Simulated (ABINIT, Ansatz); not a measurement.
# LuH2 (Fm-3m): zone-centre phonons, part 2 of 2

Aim: the zone-centre modes of LuH2 (Fm-3m).

ABINIT 10.8.3; DFT PBEsol, scalar-relativistic, plane waves, PseudoDojo norm-conserving pseudopotentials.

So far. Step 3 (Self-consistent run for the response): The cell stands at -0.74 GPa: the relaxation ran with a smoothed and higher cutoff and on another k mesh. Step 4 (Linear response at Γ): The acoustic modes at Γ come out as far as 0.8 cm⁻¹ from zero, where they should vanish, a small numerical error. The relaxed cell has a = 4.955 Å (conventional setting).

## (5) Modes with the sum rule

anaddb reads the merged derivatives and imposes the acoustic sum rule.

Input file anaddb.abi:

```
ddb_filepath "gamma_DDB"
output_file "anaddb.abo"
outdata_prefix "anaddb"
asr 1
chneut 1
enunit 2
eivec 1
nph1l 1
qph1l 0.0 0.0 0.0 1.0
```

Input file mrgddb.in:

```
gamma_DDB
merged
2
dfpt_gammao_DDB
gso_DDB
```

The run is started by

```console
mrgddb < mrgddb.in > mrgddb.log
OMP_NUM_THREADS=1 anaddb anaddb.abi > anaddb.log
```

anaddb.abo, the main output file:

```text
-outvars_anaddb: echo values of input variables ----------------------

 Miscellaneous information :
      enunit         2
       eivec         1
         asr         1
 First list of wavevector (reduced coord.) :
       nph1l         1
       qph1l
                     0.00000000E+00  0.00000000E+00  0.00000000E+00    1.000E+00

================================================================================

 read the DDB information and perform some checks

  ==== Info on the Cryst% object ====
 Real(R)+Recip(G) space primitive vectors, cartesian coordinates (Bohr,Bohr^-1):
 R(1)=  0.0000000  4.6814526  4.6814526  G(1)= -0.1068045  0.1068045  0.1068045
 R(2)=  4.6814526  0.0000000  4.6814526  G(2)=  0.1068045 -0.1068045  0.1068045
 R(3)=  4.6814526  4.6814526  0.0000000  G(3)=  0.1068045  0.1068045 -0.1068045
 Unit cell volume ucvol=  2.0519742E+02 bohr^3
 Angles (23,13,12)=  6.00000000E+01  6.00000000E+01  6.00000000E+01 degrees
 Time-reversal symmetry is present
 Reduced atomic positions [iatom, xred, symbol]:
    1)    0.0000000  0.0000000  0.0000000  Lu
    2)    0.2500000  0.2500000  0.2500000   H
    3)    0.7500000  0.7500000  0.7500000   H

 DDB file with 3 blocks has been read.

================================================================================

 Treat the first list of vectors

  Phonon wavevector (reduced coordinates) :  0.00000  0.00000  0.00000
 Phonon energies in Hartree :
   0.000000E+00  0.000000E+00  0.000000E+00  4.535712E-03  4.535712E-03
   4.535712E-03  5.501566E-03  5.501566E-03  5.501566E-03
 Phonon energies in meV     :
-  0.000000E+00  0.000000E+00  0.000000E+00  1.234230E+02  1.234230E+02
-  1.234230E+02  1.497052E+02  1.497052E+02  1.497052E+02
 Phonon frequencies in cm-1    :
-  0.000000E+00  0.000000E+00  0.000000E+00  9.954737E+02  9.954737E+02
-  9.954737E+02  1.207454E+03  1.207454E+03  1.207454E+03
 Phonon frequencies in Thz     :
-  0.000000E+00  0.000000E+00  0.000000E+00  2.984355E+01  2.984355E+01
-  2.984355E+01  3.619856E+01  3.619856E+01  3.619856E+01
 Phonon energies in Kelvin  :
-  0.000000E+00  0.000000E+00  0.000000E+00  1.432265E+03  1.432265E+03
-  1.432265E+03  1.737257E+03  1.737257E+03  1.737257E+03

 Eigendisplacements
 (will be given, for each mode : in cartesian coordinates
   for each atom the real part of the displacement vector,
   then the imaginary part of the displacement vector - absolute values smaller than 1.0d-7 are set to zero)
  Mode number    1   Energy    0.000000E+00
 Attention : low frequency mode.
   (Could be unstable or acoustic mode)
-  1  0.00000000E+00  0.00000000E+00  1.76057417E-03
-     0.00000000E+00  0.00000000E+00  0.00000000E+00
-  2  0.00000000E+00  0.00000000E+00  1.76057224E-03
-     0.00000000E+00  0.00000000E+00  0.00000000E+00
-  3  0.00000000E+00  0.00000000E+00  1.76057224E-03
-     0.00000000E+00  0.00000000E+00  0.00000000E+00
  Mode number    2   Energy    0.000000E+00
 Attention : low frequency mode.
   (Could be unstable or acoustic mode)
-  1  1.12540121E-06  1.76057381E-03  0.00000000E+00
-     0.00000000E+00  0.00000000E+00  0.00000000E+00
-  2  1.12539998E-06  1.76057188E-03  0.00000000E+00
-     0.00000000E+00  0.00000000E+00  0.00000000E+00
-  3  1.12539998E-06  1.76057188E-03  0.00000000E+00
-     0.00000000E+00  0.00000000E+00  0.00000000E+00
  Mode number    3   Energy    0.000000E+00
 Attention : low frequency mode.
   (Could be unstable or acoustic mode)
-  1  1.76057381E-03 -1.12540153E-06  0.00000000E+00
-     0.00000000E+00  0.00000000E+00  0.00000000E+00
-  2  1.76057188E-03 -1.12540029E-06  0.00000000E+00
-     0.00000000E+00  0.00000000E+00  0.00000000E+00
-  3  1.76057188E-03 -1.12540029E-06  0.00000000E+00
-     0.00000000E+00  0.00000000E+00  0.00000000E+00
  Mode number    4   Energy    4.535712E-03
-  1  0.00000000E+00  0.00000000E+00  1.88976632E-04
-     0.00000000E+00  0.00000000E+00  0.00000000E+00
-  2 -1.89149558E-06  3.19908078E-06 -1.64021224E-02
-     0.00000000E+00  0.00000000E+00  0.00000000E+00
-  3 -1.89149558E-06  3.19908078E-06 -1.64021224E-02
-     0.00000000E+00  0.00000000E+00  0.00000000E+00
  Mode number    5   Energy    4.535712E-03
-  1  0.00000000E+00 -1.88976631E-04  0.00000000E+00
-     0.00000000E+00  0.00000000E+00  0.00000000E+00
-  2 -2.50728313E-06  1.64021223E-02  3.19936990E-06
-     0.00000000E+00  0.00000000E+00  0.00000000E+00
-  3 -2.50728313E-06  1.64021223E-02  3.19936990E-06
-     0.00000000E+00  0.00000000E+00  0.00000000E+00
  Mode number    6   Energy    4.535712E-03
-  1  1.88976633E-04  0.00000000E+00  0.00000000E+00
-     0.00000000E+00  0.00000000E+00  0.00000000E+00
-  2 -1.64021225E-02 -2.50765202E-06  1.89100650E-06
-     0.00000000E+00  0.00000000E+00  0.00000000E+00
-  3 -1.64021225E-02 -2.50765202E-06  1.89100650E-06
-     0.00000000E+00  0.00000000E+00  0.00000000E+00
  Mode number    7   Energy    5.501566E-03
-  1  0.00000000E+00  0.00000000E+00  0.00000000E+00
-     0.00000000E+00  0.00000000E+00  0.00000000E+00
-  2  7.13847645E-07 -3.85031376E-06  1.64963400E-02
-     0.00000000E+00  0.00000000E+00  0.00000000E+00
-  3 -7.13847645E-07  3.85031376E-06 -1.64963400E-02
-     0.00000000E+00  0.00000000E+00  0.00000000E+00
  Mode number    8   Energy    5.501566E-03
-  1  0.00000000E+00  0.00000000E+00  0.00000000E+00
-     0.00000000E+00  0.00000000E+00  0.00000000E+00
-  2  4.64032017E-06 -1.64963393E-02 -3.85051441E-06
-     0.00000000E+00  0.00000000E+00  0.00000000E+00
-  3 -4.64032017E-06  1.64963393E-02  3.85051441E-06
-     0.00000000E+00  0.00000000E+00  0.00000000E+00
  Mode number    9   Energy    5.501566E-03
-  1  0.00000000E+00  0.00000000E+00  0.00000000E+00
-     0.00000000E+00  0.00000000E+00  0.00000000E+00
-  2  1.64963398E-02  4.64048666E-06 -7.12764527E-07
-     0.00000000E+00  0.00000000E+00  0.00000000E+00
-  3 -1.64963398E-02 -4.64048666E-06  7.12764527E-07
-     0.00000000E+00  0.00000000E+00  0.00000000E+00

 Analysis of degeneracies and characters (maximum tolerance=1.00E-06 a.u.)
 For each vibration mode, or group of modes if degenerate,
 the characters are given for each symmetry operation (see the list in the log file).
 Symmetry characters of vibration mode #   1
       degenerate with vibration modes #   2 to    3
  3.0 -3.0 -1.0  1.0 -1.0  1.0 -1.0  1.0  1.0 -1.0 -1.0  1.0  1.0 -1.0 -1.0  1.0
 -0.0  0.0  0.0 -0.0 -0.0  0.0  0.0 -0.0  1.0 -1.0 -1.0  1.0 -1.0  1.0  1.0 -1.0
 -0.0  0.0 -0.0  0.0  0.0 -0.0  0.0 -0.0  1.0 -1.0  1.0 -1.0 -1.0  1.0 -1.0  1.0
 Symmetry characters of vibration mode #   4
       degenerate with vibration modes #   5 to    6
  3.0 -3.0 -1.0  1.0 -1.0  1.0 -1.0  1.0  1.0 -1.0 -1.0  1.0  1.0 -1.0 -1.0  1.0
  0.0 -0.0  0.0 -0.0  0.0 -0.0 -0.0  0.0  1.0 -1.0 -1.0  1.0 -1.0  1.0  1.0 -1.0
 -0.0  0.0  0.0 -0.0  0.0 -0.0 -0.0  0.0  1.0 -1.0  1.0 -1.0 -1.0  1.0 -1.0  1.0
 Symmetry characters of vibration mode #   7
       degenerate with vibration modes #   8 to    9
  3.0  3.0 -1.0 -1.0 -1.0 -1.0 -1.0 -1.0  1.0  1.0 -1.0 -1.0  1.0  1.0 -1.0 -1.0
  0.0  0.0 -0.0 -0.0  0.0  0.0 -0.0 -0.0  1.0  1.0 -1.0 -1.0 -1.0 -1.0  1.0  1.0
  0.0  0.0  0.0  0.0 -0.0 -0.0 -0.0 -0.0  1.0  1.0  1.0  1.0 -1.0 -1.0 -1.0 -1.0
-
```

Elapsed: 0.51 s, on 1 thread of Arm Neoverse V1, shared host.

No LO-TO term; unit eigenvectors of the mass-weighted matrix, from anaddb's displacements. Modes at Γ, with each element's share of the kinetic energy:

| mode | frequency (cm⁻¹) | symmetry | Lu % | H % |
| --- | --- | --- | --- | --- |
| 1 | 0.0 | acoustic | 99 | 1 |
| 2 | 0.0 | acoustic | 99 | 1 |
| 3 | 0.0 | acoustic | 99 | 1 |
| 4 | 995.5 | T1u | 1 | 99 |
| 5 | 995.5 | T1u | 1 | 99 |
| 6 | 995.5 | T1u | 1 | 99 |
| 7 | 1207.5 | T2g | 0 | 100 |
| 8 | 1207.5 | T2g | 0 | 100 |
| 9 | 1207.5 | T2g | 0 | 100 |

Displacements in mode 5 (995.5 cm⁻¹), the largest set to 1:
```
Lu1  0.00 -0.01  0.00
H2   0.00  1.00  0.00
H3   0.00  1.00  0.00
```

Displacements in mode 8 (1207.5 cm⁻¹), the largest set to 1:
```
Lu1  0.00  0.00  0.00
H2   0.00 -1.00  0.00
H3   0.00  1.00  0.00
```

The rule moves no optical mode by more than 0.1 cm⁻¹.

## (6) Sum rules set otherwise (asr 0)

Without the rule the raw error of the acoustic modes shows.

Edit anaddb.abi of step 5 so:

```diff
@@ -3,4 +3,4 @@
 outdata_prefix "anaddb"
-asr 1
-chneut 1
+asr 0
+chneut 0
 enunit 2
```

mrgddb.in is that of step 5.

anaddb.abo, the main output file:

```text
-outvars_anaddb: echo values of input variables ----------------------

 Miscellaneous information :
      enunit         2
       eivec         1
      chneut         0
 First list of wavevector (reduced coord.) :
       nph1l         1
       qph1l
                     0.00000000E+00  0.00000000E+00  0.00000000E+00    1.000E+00

================================================================================

 read the DDB information and perform some checks

  ==== Info on the Cryst% object ====
 Real(R)+Recip(G) space primitive vectors, cartesian coordinates (Bohr,Bohr^-1):
 R(1)=  0.0000000  4.6814526  4.6814526  G(1)= -0.1068045  0.1068045  0.1068045
 R(2)=  4.6814526  0.0000000  4.6814526  G(2)=  0.1068045 -0.1068045  0.1068045
 R(3)=  4.6814526  4.6814526  0.0000000  G(3)=  0.1068045  0.1068045 -0.1068045
 Unit cell volume ucvol=  2.0519742E+02 bohr^3
 Angles (23,13,12)=  6.00000000E+01  6.00000000E+01  6.00000000E+01 degrees
 Time-reversal symmetry is present
 Reduced atomic positions [iatom, xred, symbol]:
    1)    0.0000000  0.0000000  0.0000000  Lu
    2)    0.2500000  0.2500000  0.2500000   H
    3)    0.7500000  0.7500000  0.7500000   H

 DDB file with 3 blocks has been read.

================================================================================

 Treat the first list of vectors

  Phonon wavevector (reduced coordinates) :  0.00000  0.00000  0.00000
 Phonon energies in Hartree :
  -3.527853E-06 -3.527853E-06 -3.527852E-06  4.535706E-03  4.535706E-03
   4.535706E-03  5.501561E-03  5.501561E-03  5.501561E-03
 Phonon energies in meV     :
- -9.599778E-02 -9.599777E-02 -9.599774E-02  1.234229E+02  1.234229E+02
-  1.234229E+02  1.497051E+02  1.497051E+02  1.497051E+02
 Phonon frequencies in cm-1    :
- -7.742743E-01 -7.742742E-01 -7.742740E-01  9.954725E+02  9.954725E+02
-  9.954725E+02  1.207453E+03  1.207453E+03  1.207453E+03
 Phonon frequencies in Thz     :
- -2.321216E-02 -2.321216E-02 -2.321215E-02  2.984351E+01  2.984351E+01
-  2.984351E+01  3.619853E+01  3.619853E+01  3.619853E+01
 Phonon energies in Kelvin  :
- -1.114008E+00 -1.114008E+00 -1.114008E+00  1.432263E+03  1.432263E+03
-  1.432263E+03  1.737256E+03  1.737256E+03  1.737256E+03

 Eigendisplacements
 (will be given, for each mode : in cartesian coordinates
   for each atom the real part of the displacement vector,
   then the imaginary part of the displacement vector - absolute values smaller than 1.0d-7 are set to zero)
  Mode number    1   Energy   -3.527853E-06
 Attention : low frequency mode.
   (Could be unstable or acoustic mode)
-  1  0.00000000E+00  0.00000000E+00  1.76057412E-03
-     0.00000000E+00  0.00000000E+00  0.00000000E+00
-  2  0.00000000E+00  0.00000000E+00  1.76057574E-03
-     0.00000000E+00  0.00000000E+00  0.00000000E+00
-  3  0.00000000E+00  0.00000000E+00  1.76057574E-03
-     0.00000000E+00  0.00000000E+00  0.00000000E+00
  Mode number    2   Energy   -3.527853E-06
 Attention : low frequency mode.
   (Could be unstable or acoustic mode)
-  1  4.60820978E-07  1.76057406E-03  0.00000000E+00
-     0.00000000E+00  0.00000000E+00  0.00000000E+00
-  2  4.60821401E-07  1.76057568E-03  0.00000000E+00
-     0.00000000E+00  0.00000000E+00  0.00000000E+00
-  3  4.60821401E-07  1.76057568E-03  0.00000000E+00
-     0.00000000E+00  0.00000000E+00  0.00000000E+00
  Mode number    3   Energy   -3.527852E-06
 Attention : low frequency mode.
   (Could be unstable or acoustic mode)
-  1  1.76057407E-03 -4.60821461E-07  0.00000000E+00
-     0.00000000E+00  0.00000000E+00  0.00000000E+00
-  2  1.76057569E-03 -4.60821884E-07  0.00000000E+00
-     0.00000000E+00  0.00000000E+00  0.00000000E+00
-  3  1.76057569E-03 -4.60821884E-07  0.00000000E+00
-     0.00000000E+00  0.00000000E+00  0.00000000E+00
  Mode number    4   Energy    4.535706E-03
-  1  0.00000000E+00  0.00000000E+00  1.88976994E-04
-     0.00000000E+00  0.00000000E+00  0.00000000E+00
-  2 -3.88780218E-06 -6.21671749E-06 -1.64021208E-02
-     0.00000000E+00  0.00000000E+00  0.00000000E+00
-  3 -3.88780218E-06 -6.21671749E-06 -1.64021208E-02
-     0.00000000E+00  0.00000000E+00  0.00000000E+00
  Mode number    5   Energy    4.535706E-03
-  1  1.18593267E-07  1.88976962E-04  0.00000000E+00
-     0.00000000E+00  0.00000000E+00  0.00000000E+00
-  2 -1.02932164E-05 -1.64021181E-02  6.21915625E-06
-     0.00000000E+00  0.00000000E+00  0.00000000E+00
-  3 -1.02932164E-05 -1.64021181E-02  6.21915625E-06
-     0.00000000E+00  0.00000000E+00  0.00000000E+00
  Mode number    6   Energy    4.535706E-03
-  1  1.88976970E-04 -1.18610239E-07  0.00000000E+00
-     0.00000000E+00  0.00000000E+00  0.00000000E+00
-  2 -1.64021188E-02  1.02946895E-05  3.88389981E-06
-     0.00000000E+00  0.00000000E+00  0.00000000E+00
-  3 -1.64021188E-02  1.02946895E-05  3.88389981E-06
-     0.00000000E+00  0.00000000E+00  0.00000000E+00
  Mode number    7   Energy    5.501561E-03
-  1  0.00000000E+00  0.00000000E+00  0.00000000E+00
-     0.00000000E+00  0.00000000E+00  0.00000000E+00
-  2  2.24349962E-06  5.38230903E-06  1.64963394E-02
-     0.00000000E+00  0.00000000E+00  0.00000000E+00
-  3 -2.24349962E-06 -5.38230903E-06 -1.64963394E-02
-     0.00000000E+00  0.00000000E+00  0.00000000E+00
  Mode number    8   Energy    5.501561E-03
-  1  0.00000000E+00  0.00000000E+00  0.00000000E+00
-     0.00000000E+00  0.00000000E+00  0.00000000E+00
-  2  5.69707255E-06  1.64963386E-02 -5.38308356E-06
-     0.00000000E+00  0.00000000E+00  0.00000000E+00
-  3 -5.69707255E-06 -1.64963386E-02  5.38308356E-06
-     0.00000000E+00  0.00000000E+00  0.00000000E+00
  Mode number    9   Energy    5.501561E-03
-  1  0.00000000E+00  0.00000000E+00  0.00000000E+00
-     0.00000000E+00  0.00000000E+00  0.00000000E+00
-  2  1.64963393E-02 -5.69780429E-06 -2.24164057E-06
-     0.00000000E+00  0.00000000E+00  0.00000000E+00
-  3 -1.64963393E-02  5.69780429E-06  2.24164057E-06
-     0.00000000E+00  0.00000000E+00  0.00000000E+00

 Analysis of degeneracies and characters (maximum tolerance=1.00E-06 a.u.)
 For each vibration mode, or group of modes if degenerate,
 the characters are given for each symmetry operation (see the list in the log file).
 Symmetry characters of vibration mode #   1
       degenerate with vibration modes #   2 to    3
  3.0 -3.0 -1.0  1.0 -1.0  1.0 -1.0  1.0  1.0 -1.0 -1.0  1.0  1.0 -1.0 -1.0  1.0
 -0.0  0.0 -0.0  0.0  0.0 -0.0 -0.0  0.0  1.0 -1.0 -1.0  1.0 -1.0  1.0  1.0 -1.0
  0.0 -0.0 -0.0  0.0 -0.0  0.0 -0.0  0.0  1.0 -1.0  1.0 -1.0 -1.0  1.0 -1.0  1.0
 Symmetry characters of vibration mode #   4
       degenerate with vibration modes #   5 to    6
  3.0 -3.0 -1.0  1.0 -1.0  1.0 -1.0  1.0  1.0 -1.0 -1.0  1.0  1.0 -1.0 -1.0  1.0
  0.0 -0.0 -0.0  0.0  0.0 -0.0 -0.0  0.0  1.0 -1.0 -1.0  1.0 -1.0  1.0  1.0 -1.0
  0.0 -0.0  0.0 -0.0 -0.0  0.0 -0.0  0.0  1.0 -1.0  1.0 -1.0 -1.0  1.0 -1.0  1.0
 Symmetry characters of vibration mode #   7
       degenerate with vibration modes #   8 to    9
  3.0  3.0 -1.0 -1.0 -1.0 -1.0 -1.0 -1.0  1.0  1.0 -1.0 -1.0  1.0  1.0 -1.0 -1.0
  0.0  0.0  0.0  0.0  0.0  0.0 -0.0 -0.0  1.0  1.0 -1.0 -1.0 -1.0 -1.0  1.0  1.0
  0.0  0.0  0.0  0.0 -0.0 -0.0  0.0  0.0  1.0  1.0  1.0  1.0 -1.0 -1.0 -1.0 -1.0
-
```

Elapsed: 0.5 s, on 1 thread.

Zone-centre frequencies as printed; negative means imaginary. Modes:

```csv
mode,frequency (cm⁻¹)
1,-0.77
2,-0.77
3,-0.77
4,995.5
5,995.5
6,995.5
7,1207
8,1207
9,1207
```

## (7) Results

```json
{"space group after relaxation": "Fm-3m", "volume per atom": "10.1 Å³", "highest optical zone-centre mode (no LO-TO term)": "1207 cm⁻¹", "lowest optical zone-centre mode": "995.5 cm⁻¹", "imaginary optical modes at the zone centre (no q mesh in this session)": "none"}
```

**Reading.** At the PBEsol level the optical modes of LuH2 (Fm-3m) at the zone centre run from 995 to 1207 cm⁻¹. The base run prints -0.74 GPa, mostly the error of a finite basis; the relaxation, with a smoothed and higher cutoff, had brought the cell to rest. These are harmonic frequencies at zero temperature: anharmonic shifts and linewidths and thermal expansion are left out. Spin-orbit coupling is left out, which can matter for the heavy elements here. In a metal the frequencies hang on the k mesh and the smearing, most of all near Kohn anomalies. The runs are without spin polarisation, although the cell has an odd electron count or an open d or f shell, so a magnetic state was not tested.

[Host names and launcher messages were left out of these logs when they were recorded.]

[Logs are printed without paths, hosts, clocks, repeated set-up lines and the standing remarks that a program may print on its own settings, such as how far it seeks lower states.]

[Hosts, paths, dates, database ids (printed as entryN), source tags and the programs' standing remarks are cut or masked in the printed files.]
